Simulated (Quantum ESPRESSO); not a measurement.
Computed results, one entry a study.

```cif
data_sb2pd
_symmetry_space_group_name_H-M 'Pa-3'
_symmetry_Int_Tables_number 205
_cell_length_a 6.4584
_cell_length_b 6.4584
_cell_length_c 6.4584
_cell_angle_alpha 90.000
_cell_angle_beta 90.000
_cell_angle_gamma 90.000
_cell_volume 269.39
loop_
_atom_site_label
_atom_site_type_symbol
_atom_site_symmetry_multiplicity
_atom_site_Wyckoff_symbol
_atom_site_fract_x
_atom_site_fract_y
_atom_site_fract_z
_atom_site_occupancy
Sb1 Sb 8 c 0.37100 0.37100 0.37100 1
Pd1 Pd 4 a 0.00000 0.00000 0.00000 1
_calc_subject 'Sb2Pd: parallel and opposed starts'
_calc_method 'PBEsol; plane waves with GBRV 1.5 PBEsol potentials, no spin-orbit coupling (and 1 further level or step)'
_calc_program 'Quantum ESPRESSO 7.5'
_calc_settings_of_one_run 'GBRV 1.5 PBEsol, potential files Sb: sb_pbesol_v1.4.uspp.F.UPF, Pd: pd_pbesol_v1.4.uspp.F.UPF, cutoff 544.23 eV, 4×4×4 k-mesh, 113 bands, fermi-dirac occupations, smearing width 0.1 eV, collinear spin, SCF threshold 2.40e-8, mesh matched on, starting moments 0 0 0 0 0 0 0 0 0.6 0.6 0.6 0.6 μB'
_calc_cost '3 runs, 13 min in all on 4 MPI ranks of Arm Neoverse V2, shared host (the runs of this entry)'
_calc_lowest_state_found 'non-magnetic (from ferro ++++, antiferro ++-- and ferri +++-)'
_calc_largest_site_moment '0 μB'
```

[Logs and program files are shortened in this print: banners, set-up blocks, solver, clock and traceback lines can be left out without a mark of their own.]

[Logs are printed without paths, hosts, clocks, repeated set-up lines and the standing remarks that a program may print on its own settings, such as how far it seeks lower states.]

[Hosts, paths, dates, database ids (printed as entryN), source tags and the programs' standing remarks are cut or masked in the printed files.]

[Where a cell is said to come from a database of computed structures, the database is the Materials Project.]
